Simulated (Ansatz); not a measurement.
# 19F NMR of paramagnetic YCuF5

Aim: the shifts that the unpaired electrons of Cu give to the NMR lines of 19F and 89Y in YCuF5 at 330 K.

Method: DFT, r2SCAN, plane-wave PAW, default files (PAW set soft_2), collinear spin, scalar-relativistic, in Ansatz 0.2.0.

### Step 1. The structure

Symmetry: Immm, No. 71, orthorhombic system. Conventional cell: a = 4.232 Å, b = 6.951 Å, c = 8.067 Å, α = 90.00°, β = 90.00°, γ = 90.00°. Nearest to Y lie 6 F at 2.12 to 2.23 Å. Nearest to Cu lie 2 F at 1.81 Å. F has 2 Y at 2.12 Å nearest. Nearest to F lie 1 Cu at 1.81 Å and 1 Y at 2.23 Å. Nearest to F lie 1 Y at 2.17 Å. Farther neighbours and most contacts between anions are not listed.

Coordinates:

```cif
data_structure
_symmetry_space_group_name_H-M 'P 1'
_symmetry_Int_Tables_number 1
_cell_length_a 8.4646
_cell_length_b 5.7293
_cell_length_c 5.7293
_cell_angle_alpha 74.691
_cell_angle_beta 68.324
_cell_angle_gamma 68.324
_cell_volume 237.31
loop_
_atom_site_label
_atom_site_type_symbol
_atom_site_fract_x
_atom_site_fract_y
_atom_site_fract_z
_atom_site_occupancy
Y1 Y 0.25000 0.50000 0.50000 1
Y2 Y 0.75000 0.50000 0.50000 1
Cu3 Cu 0.00000 0.00000 0.00000 1
Cu4 Cu 0.50000 0.00000 0.00000 1
F5 F 0.00000 0.50000 0.50000 1
F6 F 0.50000 0.50000 0.50000 1
F7 F 0.11206 0.77588 0.77588 1
F8 F 0.61206 0.77588 0.77588 1
F9 F 0.38794 0.22412 0.22412 1
F10 F 0.88794 0.22412 0.22412 1
F11 F 0.25000 0.81242 0.18758 1
F12 F 0.75000 0.81242 0.18758 1
F13 F 0.25000 0.18758 0.81242 1
F14 F 0.75000 0.18758 0.81242 1
```

The cell is a computed entry of the Materials Project; it need not be the form that is stable at ambient conditions. The run's cell holds 14 atoms, a multiple of the primitive cell, so that one ion can be reversed against another. The atoms were relaxed beforehand at this level of theory at fixed cell, with all moments parallel.

### Step 2. All moments parallel

The hyperfine field is read from the state with all Cu moments parallel, which stands for the saturated paramagnet.

Contents of input.yaml:

```yaml
crystal:
  lattice:
    - [-8.464588, 0.0, 0.0]
    - [-2.116147, -3.475502, 4.033275]
    - [-2.116147, 3.475502, 4.033275]
  atoms:
    - { symbol: "Y", position: [0.25, 0.5, 0.5] }
    - { symbol: "Y", position: [0.75, 0.5, 0.5] }
    - { symbol: Cu, position: [0.0, 0.0, 0.0], spin: 1.0 }
    - { symbol: Cu, position: [0.5, 0.0, 0.0], spin: 1.0 }
    - { symbol: F, position: [0.0, 0.5, 0.5] }
    - { symbol: F, position: [0.5, 0.5, 0.5] }
    - { symbol: F, position: [0.1120600147, 0.7758799226, 0.7758799226] }
    - { symbol: F, position: [0.6120600147, 0.7758799226, 0.7758799226] }
    - { symbol: F, position: [0.3879399853, 0.2241200774, 0.2241200774] }
    - { symbol: F, position: [0.8879399853, 0.2241200774, 0.2241200774] }
    - { symbol: F, position: [0.25, 0.8124239128, 0.1875760872] }
    - { symbol: F, position: [0.75, 0.8124239128, 0.1875760872] }
    - { symbol: F, position: [0.25, 0.1875760872, 0.8124239128] }
    - { symbol: F, position: [0.75, 0.1875760872, 0.8124239128] }
magnetization:
  spin_polarized: true
kpoints:
  mp_grid: { grid: [3, 5, 5] }
scf:
  lower_state_search: "off"
  occupations: { method: fermi_dirac, width: 0.02 }
hamiltonian:
  xc: r2scan
output:
  efg: { contact_densities: true, quadrupole_moments_barn: { Cu: -0.22 } }
  forces: false
  write_density: true
  write_potential: true
  elf: true
  volumetric_format: npy
```

On the command line:

```sh
> ansatz run input.yaml --threads 4 --pin off --max-ram 8192MiB --backend cpu --events-out ev --progress --plain --runs-dir out
```

Numbers of over 12 decimals in the logs are rounded to 6 here.

What it wrote:

```text
[a pick of lines, long numbers rounded; other set-up, energy and force rows are left out]
Functional definition: r2SCAN
Crystal: 14 atoms, lattice volume = 237.307 Å³
Basis set: ecut = 500 eV, 6047 PW (Γ), exchange–correlation on 256×180×180 points (64 copies of the dense FFT grid, shifted against one another)
Symmetry: 8 space group operations
Magnetic group: BNS 71.533 (UNI 631), of the structure as read, at distance tolerance 6.2e-5 Å
k-points: 24 of 75
Functional: x = r2scan, c = r2scan; τ floored in thin density (d = 2e-4 eV/Å³)
SCF iter   1: F=-29048.765469 eV  HF=-29104.637359 eV  |F-HF|=5.59e1  |Δ(HF+E_count)|=         —  Δρ=1.27e-1 (↑5.60e-2 ↓1.27e-1)  dr2=5.77e1  dr2_τ=1.60e-1  dr2_m=4.29e0  M=0.062 μB ∫|m|=0.154 μB  β_m=0.30  ethr=3.10e-3  ⟨swp⟩=6.0  Hψ=14232  notcnv=0  defer=3
preconditioner: auto → none  [metal: Δε(μ)=0.006 eV  Ē_g=15.773 eV  σ=0.020 eV  W_gap=0.07  n_scr=68 (ndim 8)  ℏωp=25.3 eV  f_vac=0.181  D(μ)=18.76/eV (n_scr^D=214)  sad-step TF]
SCF iter   2: F=-29090.896058 eV  HF=-29093.551557 eV  |F-HF|=2.66e0  |Δ(HF+E_count)|=    1.11e1  Δρ=3.27e-2 (↑2.08e-2 ↓3.27e-2)  dr2=4.94e0  dr2_τ=1.56e-1  dr2_m=2.72e-1  M=1.671 μB ∫|m|=1.683 μB  β_m=0.30  ethr=3.10e-3  ⟨swp⟩=3.0  Hψ=9396  notcnv=0  defer=279  κ⁻¹=1.0e0(r=1)
SCF iter   3: F=-29093.209289 eV  HF=-29092.744457 eV  |F-HF|=4.65e-1  |Δ(HF+E_count)|=   8.07e-1  Δρ=2.12e-2 (↑1.28e-2 ↓2.12e-2)  dr2=1.27e0  dr2_τ=2.80e-2  dr2_m=2.19e-1  M=1.999 μB ∫|m|=2.023 μB  β_m=1.00  ethr=3.10e-3  ⟨swp⟩=3.0  Hψ=7223  notcnv=0  defer=274  κ⁻¹=4.2e-2(r=2)
SCF iter   4: F=-29093.888694 eV  HF=-29093.055871 eV  |F-HF|=8.33e-1  |Δ(HF+E_count)|=   3.11e-1  Δρ=9.64e-3 (↑7.33e-3 ↓9.64e-3)  dr2=2.50e-1  dr2_τ=6.15e-3  dr2_m=1.66e-2  M=2.000 μB ∫|m|=2.060 μB  β_m=1.00  ethr=9.80e-4  ⟨swp⟩=3.0  Hψ=8200  notcnv=0  defer=283  κ⁻¹=5.6e-3(r=3)
SCF iter   5: F=-29094.092940 eV  HF=-29093.676650 eV  |F-HF|=4.16e-1  |Δ(HF+E_count)|=   6.21e-1  Δρ=6.95e-3 (↑3.73e-3 ↓6.95e-3)  dr2=1.08e-1  dr2_τ=1.35e-3  dr2_m=9.48e-3  M=2.000 μB ∫|m|=2.069 μB  β_m=1.00  ethr=1.92e-4  ⟨swp⟩=3.0  Hψ=7730  notcnv=0  defer=283  κ⁻¹=1.8e-4(r=4)
SCF iter   6: F=-29094.110244 eV  HF=-29093.906992 eV  |F-HF|=2.03e-1  |Δ(HF+E_count)|=   2.30e-1  Δρ=4.45e-3 (↑3.26e-3 ↓4.45e-3)  dr2=7.91e-2  dr2_τ=3.52e-4  dr2_m=1.14e-3  M=2.000 μB ∫|m|=2.068 μB  β_m=1.00  ethr=8.32e-5  ⟨swp⟩=2.2  Hψ=6056  notcnv=0  defer=325  κ⁻¹=6.4e-5(r=5)
SCF iter   7: F=-29094.131658 eV  HF=-29094.034396 eV  |F-HF|=9.73e-2  |Δ(HF+E_count)|=   1.27e-1  Δρ=1.11e-3 (↑1.04e-3 ↓1.11e-3)  dr2=8.98e-3  dr2_τ=9.66e-5  dr2_m=6.05e-5  M=2.000 μB ∫|m|=2.067 μB  β_m=1.20  ethr=6.08e-5  ⟨swp⟩=3.0  Hψ=6767  notcnv=0  defer=330
SCF iter   8: F=-29094.136772 eV  HF=-29094.084007 eV  |F-HF|=5.28e-2  |Δ(HF+E_count)|=   4.96e-2  Δρ=8.82e-4 (↑6.59e-4 ↓8.82e-4)  dr2=3.54e-3  dr2_τ=4.73e-5  dr2_m=7.33e-5  M=2.000 μB ∫|m|=2.068 μB  β_m=1.20  ethr=6.91e-6  ⟨swp⟩=2.0  Hψ=7091  notcnv=0  defer=330  κ⁻¹=1.0e0(r=1)
SCF iter   9: F=-29094.139565 eV  HF=-29094.120215 eV  |F-HF|=1.94e-2  |Δ(HF+E_count)|=   3.62e-2  Δρ=5.30e-4 (↑4.17e-4 ↓5.30e-4)  dr2=1.25e-3  dr2_τ=1.70e-5  dr2_m=2.18e-5  M=2.000 μB ∫|m|=2.069 μB  β_m=1.20  ethr=2.72e-6  ⟨swp⟩=2.0  Hψ=7640  notcnv=0  defer=333  κ⁻¹=1.6e-1(r=2)
SCF iter  10: F=-29094.141116 eV  HF=-29094.140707 eV  |F-HF|=4.08e-4  |Δ(HF+E_count)|=   2.05e-2  Δρ=1.51e-4 (↑1.46e-4 ↓1.51e-4)  dr2=5.23e-5  dr2_τ=1.55e-6  dr2_m=1.45e-7  M=2.000 μB ∫|m|=2.071 μB  β_m=1.20  ethr=9.60e-7  ⟨swp⟩=2.1  Hψ=7391  notcnv=0  defer=333  κ⁻¹=1.3e-2(r=3)
SCF iter  11: F=-29094.140916 eV  HF=-29094.140706 eV  |F-HF|=2.11e-4  |Δ(HF+E_count)|=   1.73e-6  Δρ=1.17e-4 (↑9.66e-5 ↓1.17e-4)  dr2=2.62e-5  dr2_τ=6.84e-7  dr2_m=1.41e-6  M=2.000 μB ∫|m|=2.071 μB  β_m=1.20  ethr=4.02e-8  ⟨swp⟩=2.0  Hψ=6427  notcnv=0  defer=333  κ⁻¹=2.1e-3(r=4)
SCF iter  12: F=-29094.140938 eV  HF=-29094.140914 eV  |F-HF|=2.42e-5  |Δ(HF+E_count)|=   2.08e-4  Δρ=3.81e-5 (↑2.98e-5 ↓3.81e-5)  dr2=3.64e-6  dr2_τ=5.69e-8  dr2_m=2.76e-7  M=2.000 μB ∫|m|=2.071 μB  β_m=1.20  ethr=2.01e-8  ⟨swp⟩=2.1  Hψ=6646  notcnv=0  defer=333  κ⁻¹=9.2e-4(r=5)
SCF iter  13: F=-29094.140939 eV  HF=-29094.140934 eV  |F-HF|=5.70e-6  |Δ(HF+E_count)|=   2.01e-5  Δρ=1.47e-5 (↑1.23e-5 ↓1.47e-5)  dr2=6.49e-7  dr2_τ=7.79e-9  dr2_m=5.26e-9  M=2.000 μB ∫|m|=2.070 μB  β_m=1.20  ethr=2.80e-9  ⟨swp⟩=2.0  Hψ=6593  notcnv=0  defer=333  κ⁻¹=9.0e-5(r=6)
SCF iter  14: F=-29094.140940 eV  HF=-29094.140939 eV  |F-HF|=5.27e-7  |Δ(HF+E_count)|=   5.66e-6  Δρ=7.38e-6 (↑6.85e-6 ↓7.38e-6)  dr2=1.64e-7  dr2_τ=2.25e-9  dr2_m=1.34e-9  M=2.000 μB ∫|m|=2.070 μB  β_m=1.20  ethr=4.99e-10  ⟨swp⟩=2.0  Hψ=6576  notcnv=0  defer=333  κ⁻¹=2.0e-5(r=7)
SCF iter  15: F=-29094.140940 eV  HF=-29094.140940 eV  |F-HF|=1.92e-7  |Δ(HF+E_count)|=   4.02e-7  Δρ=3.47e-6 (↑2.97e-6 ↓3.47e-6)  dr2=3.82e-8  dr2_τ=4.75e-10  dr2_m=2.60e-10  M=2.000 μB ∫|m|=2.070 μB  β_m=1.20  ethr=7.69e-11  ⟨swp⟩=10.9  Hψ=14029  notcnv=0  κ⁻¹=5.1e-6(r=8)
SCF iter  16: F=-29094.140940 eV  HF=-29094.140940 eV  |F-HF|=1.29e-8  |Δ(HF+E_count)|=   1.99e-7  Δρ=1.02e-6 (↑1.01e-6 ↓1.02e-6)  dr2=2.67e-9  dr2_τ=6.53e-11  dr2_m=4.93e-11  M=2.000 μB ∫|m|=2.070 μB  ethr=2.94e-11  ⟨swp⟩=4.0  Hψ=11719  notcnv=0
SCF 1 converged in 16 iterations: F = -29094.140940 eV  dr2 = 2.67e-9
SCF converged after 16 iterations
Magnetization: 2.0000 μB (66.0000 up, 64.0000 down)
Absolute magnetization: 2.0631 μB (∫|ρ↑−ρ↓|, with the PAW one-centre terms)
Per-site moments (μB) at R_I (Å): [(0.00328383, 0.8729106375), (0.00328383, 0.8729106375), (0.748726, 0.745749), (0.748726, 0.745749), (0.000101228, 0.8729106375), (0.000101228, 0.8729106375), (0.044453, 0.745749), (0.044453, 0.745749), (0.044453, 0.745749), (0.044453, 0.745749), (0.043805, 0.895810), (0.043805, 0.895810), (0.043805, 0.895810), (0.043805, 0.895810)]
Free energy (F): -29094.140940 eV
Fermi energy:    2.032216 eV
--- PAW observables at the nuclei: V_zz in 10²¹ V/m², potentials from the cell's mean, atoms counted from 1 ---
  atom   1  Y  V_zz =    +8.371200   η = 0.2020   by run symmetry: allowed
            electrostatic potential = -5708.492989 V   contact ρ = 443557.766639 e/Å³   contact ρ_s (e/Å³): all electrons +0.286056, valence +0.279702
  atom   2  Y  V_zz =    +8.371200   η = 0.2020   by run symmetry: allowed
            electrostatic potential = -5708.492989 V   contact ρ = 443557.766639 e/Å³   contact ρ_s (e/Å³): all electrons +0.286056, valence +0.279702
  atom   3  Cu V_zz =   +15.249429   η = 0.6539   by run symmetry: allowed   C_q = -81.1205 MHz
            electrostatic potential = -3748.440690 V   contact ρ = 147400.187782 e/Å³   contact ρ_s (e/Å³): all electrons +2.277760, valence +4.774058
  atom   4  Cu V_zz =   +15.249429   η = 0.6539   by run symmetry: allowed   C_q = -81.1205 MHz
            electrostatic potential = -3748.440690 V   contact ρ = 147400.187782 e/Å³   contact ρ_s (e/Å³): all electrons +2.277760, valence +4.774058
  atom   5  F  V_zz =    +1.987560   η = 0.3410   by run symmetry: allowed
            electrostatic potential = -734.812688 V   contact ρ = 3119.762941 e/Å³   contact ρ_s (e/Å³): all electrons -0.003177, valence -0.003191
  atom   6  F  V_zz =    +1.987560   η = 0.3410   by run symmetry: allowed
            electrostatic potential = -734.812688 V   contact ρ = 3119.762941 e/Å³   contact ρ_s (e/Å³): all electrons -0.003177, valence -0.003191
  atom   7  F  V_zz =   +13.030853   η = 0.0739   by run symmetry: allowed
            electrostatic potential = -734.710071 V   contact ρ = 3119.491326 e/Å³   contact ρ_s (e/Å³): all electrons +0.268037, valence +0.376720
  atom   8  F  V_zz =   +13.030853   η = 0.0739   by run symmetry: allowed
            electrostatic potential = -734.710071 V   contact ρ = 3119.491326 e/Å³   contact ρ_s (e/Å³): all electrons +0.268037, valence +0.376720
  atom   9  F  V_zz =   +13.030853   η = 0.0739   by run symmetry: allowed
            electrostatic potential = -734.710071 V   contact ρ = 3119.491326 e/Å³   contact ρ_s (e/Å³): all electrons +0.268037, valence +0.376720
  atom  10  F  V_zz =   +13.030853   η = 0.0739   by run symmetry: allowed
            electrostatic potential = -734.710071 V   contact ρ = 3119.491326 e/Å³   contact ρ_s (e/Å³): all electrons +0.268037, valence +0.376720
  atom  11  F  V_zz =    +5.034286   η = 0.8188   by run symmetry: allowed
            electrostatic potential = -735.798962 V   contact ρ = 3120.769398 e/Å³   contact ρ_s (e/Å³): all electrons +0.194746, valence +0.290494
  atom  12  F  V_zz =    +5.034286   η = 0.8188   by run symmetry: allowed
            electrostatic potential = -735.798962 V   contact ρ = 3120.769398 e/Å³   contact ρ_s (e/Å³): all electrons +0.194746, valence +0.290494
  atom  13  F  V_zz =    +5.034286   η = 0.8188   by run symmetry: allowed
            electrostatic potential = -735.798962 V   contact ρ = 3120.769398 e/Å³   contact ρ_s (e/Å³): all electrons +0.194746, valence +0.290494
  atom  14  F  V_zz =    +5.034286   η = 0.8188   by run symmetry: allowed
            electrostatic potential = -735.798962 V   contact ρ = 3120.769398 e/Å³   contact ρ_s (e/Å³): all electrons +0.194746, valence +0.290494
--- Band table (eV; the first three rows and the last of 48) ---
  k-point 0 ↑: bands = ["-114.9127", "-114.9127", "-71.8239", "-71.8239", "-70.3612", "-70.3611", "-69.9084", "-69.9084", "-39.3374", "-39.3221", "-22.5922", "-21.8393", "-21.7371", "-21.5267", "-21.4954", "-21.3560", "-20.8154", "-20.8113", "-20.1518", "-20.1488", "-18.9363", "-18.2580", "-18.2363", "-17.5958", "-17.5876", "-17.1440", "-4.6330", "-4.1797", "-3.3645", "-2.9945", "-2.3618", "-2.3303", "-2.2355", "-2.2 [...]
  k-point 1 ↑: bands = ["-114.9127", "-114.9127", "-71.8239", "-71.8239", "-70.3612", "-70.3611", "-69.9084", "-69.9084", "-39.3373", "-39.3221", "-22.5922", "-21.8112", "-21.7859", "-21.5267", "-21.4396", "-21.3925", "-20.8546", "-20.8517", "-20.0900", "-20.0866", "-18.9363", "-18.2470", "-18.2459", "-17.6236", "-17.6148", "-17.1440", "-4.5096", "-4.3789", "-3.3488", "-2.7272", "-2.5520", "-2.3925", "-2.3026", "-2.2 [...]
  k-point 2 ↑: bands = ["-114.9127", "-114.9127", "-71.8239", "-71.8239", "-70.3612", "-70.3611", "-69.9084", "-69.9084", "-39.3373", "-39.3221", "-22.5922", "-21.8424", "-21.7518", "-21.5268", "-21.4654", "-21.3697", "-20.9108", "-20.9066", "-19.9971", "-19.9951", "-18.9365", "-18.2654", "-18.2266", "-17.6695", "-17.6603", "-17.1440", "-4.6069", "-4.2437", "-3.3414", "-2.9542", "-2.5119", "-2.4033", "-2.3240", "-2.1 [...]
  k-point 23 ↓: bands = ["-113.4398", "-113.4398", "-69.3167", "-69.3167", "-69.2976", "-69.2976", "-69.2853", "-69.2853", "-39.3283", "-39.3207", "-22.3904", "-21.8839", "-21.7375", "-21.6414", "-21.3604", "-21.2492", "-20.7476", "-20.7429", "-20.0554", "-20.0527", "-18.4078", "-18.2382", "-18.2058", "-17.5568", "-17.5542", "-17.5387", "-3.9042", "-3.3857", "-2.8379", "-2.7533", "-2.3220", "-2.1161", "-2.1091", "-2. [...]
```

Run time: 50 s. Hardware: 4 threads of Arm Neoverse V2, shared host; peak memory 1.8 GiB; 3.2 min of CPU time.

The cell holds 2.00 μB on 2 Cu, so S = 0.50. The contact field is B = (2μ₀/3) μB ρ_s, 7.769 T for 1 e/Å³, and A_iso = γB/(2πS) sums over all ions. The valence part leaves out the polarisation of the shells that the files keep in the core (H has none; for Li and Na most or all inner electrons count as valence):

| site | atom | atoms in cell | links to Cu | field (T) | valence part (T) | A_iso (MHz) |
| --- | --- | --- | --- | --- | --- | --- |
| F(1) | 5 | 2 | no Cu within 3.2 Å | -0.0247 | -0.0248 | -1.98 |
| F(2) | 7 | 4 | bonded to 1 Cu at 1.81 Å | 2.08 | 2.93 | 167 |
| F(3) | 11 | 4 | bonded to 2 Cu at 2.49 Å | 1.51 | 2.26 | 121 |
| Y | 1 | 2 | 6 Cu through links of 122° (4) and 180° (2) | 2.22 | 2.17 | -9.31 |

Spin density in the ac plane at fractional y = 0.500, with atoms of Y and F within 0.2 Å of it.

Ten even steps from '0' (-0.08 × 1e-3 e/Å³) to '9' (1.72 × 1e-3 e/Å³), each cell a mean:
```
000000000000000000000000
000000000000000000000000
000010000000000110000000
000121100000000121100000
000111100000000111100000
000023200000000023200000
000159841000000159841000
000168773000000268773000
000137984100000137984100
000002652000000002662000
000000111000000000111000
000000122100000000122100
000000111100000000111100
000000000000000000000000
000000000000000000000000
000000000000000000000000
```
Columns run along a (8.5 Å), rows up along c (5.7 Å). Atoms in or near the plane, at fractional coordinates: Y at (0.25, 0.50), Y at (0.75, 0.50), F at (0.00, 0.50), F at (0.50, 0.50).

[end of part 1 of 2]

[Logs are printed without paths, hosts, clocks, repeated set-up lines and the standing remarks that a program may print on its own settings, such as how far it seeks lower states.]

[Hosts, paths, dates, database ids (printed as entryN), source tags and the programs' standing remarks are cut or masked in the printed files.]
